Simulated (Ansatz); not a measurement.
## N on Pb(110): change of the work function: cost of one run

Ansatz 0.2.0; plane-wave DFT, LDA, Ansatz PAW. The cell holds 6 atoms.

Contents of input.yaml:

```yaml
crystal:
  lattice:
    - [4.95, 0.0, 0.0]
    - [0.0, 3.5001785669, 0.0]
    - [0.0, 0.0, 24.9804081015]
  atoms:
    - { symbol: Pb, position: [0.0, 0.0, 0.3602823446] }
    - { symbol: Pb, position: [0.5, 0.5, 0.4303408192] }
    - { symbol: Pb, position: [0.0, 0.0, 0.4909223224] }
    - { symbol: Pb, position: [0.5, 0.5, 0.565471474] }
    - { symbol: Pb, position: [0.0, 0.0, 0.6197019696] }
    - { symbol: "N", position: [0.5, 0.0, 0.6397176554] }
kpoints:
  mp_grid: { grid: [6, 9, 1] }
hamiltonian:
  xc: lda
scf:
  occupations: { method: fermi_dirac, width: 0.1 }
  convergence: { dr2_threshold: 1.0e-08 }
  mixing: { preconditioner: ldos }
efield:
  axis: 3
  dipole_correction: true
  ramp_position: 0.97
  ramp_width: 0.06
relax:
  f_tol: 0.02
  max_steps: 60
  constraints: [{ sites: [0, 1] }]
output:
  bader: true
  write_potential: true
  write_density: true
  volumetric_format: npy
```

Started as:

```sh
ansatz run input.yaml --threads 8 --pin off --max-ram 12288MiB --backend cpu --events-out ev --progress --plain --runs-dir out
```

The cutoff in use is 420 eV. For reference, a run of the same kind (22 atoms, 6 k-points, 174 bands and 33,861 plane waves; 59 SCF cycles) took 4.7 min and 7.7 GiB on the same hardware.

What time and memory should one allow on 8 threads of Intel Xeon Platinum 8175M at 2.50GHz (Skylake/Cascade Lake), shared host?

A cutoff of 420 eV is a sphere of radius 10.5 Å⁻¹, so a cell of 433 Å³ holds about V·G³/6π² = 8,458 plane waves. At two electrons a band, the 75 electrons need 38 bands, and 7 more are carried. Symmetry cuts the 6×9×1 mesh from 54 to 20 points. The run has 20 k-points, 45 bands and 8,469 plane waves. Taking the work of a cycle as k-points × spins × bands × plane waves, that is 0.22 times the reference, or 61 s at the reference's 59 cycles. The run needed 48 SCF cycles over 6 ionic steps, which makes it about 49 s. One copy of the wavefunctions takes 0.11 GiB at 16 bytes a coefficient, against 0.53 GiB in the reference; grids, projectors and work arrays come on top. Measured: about 47 s, with a peak of 1.2 GiB. The estimate holds within 25 %.

[Logs are printed without paths, hosts, clocks, repeated set-up lines and the standing remarks that a program may print on its own settings, such as how far it seeks lower states.]

[Hosts, paths, dates, database ids (printed as entryN), source tags and the programs' standing remarks are cut or masked in the printed files.]

[Maps of the electrostatic potential energy from Ansatz leave out the sawtooth potential of an applied field or a dipole correction, so their vacuum need not be flat; planar profiles and work functions include it.]
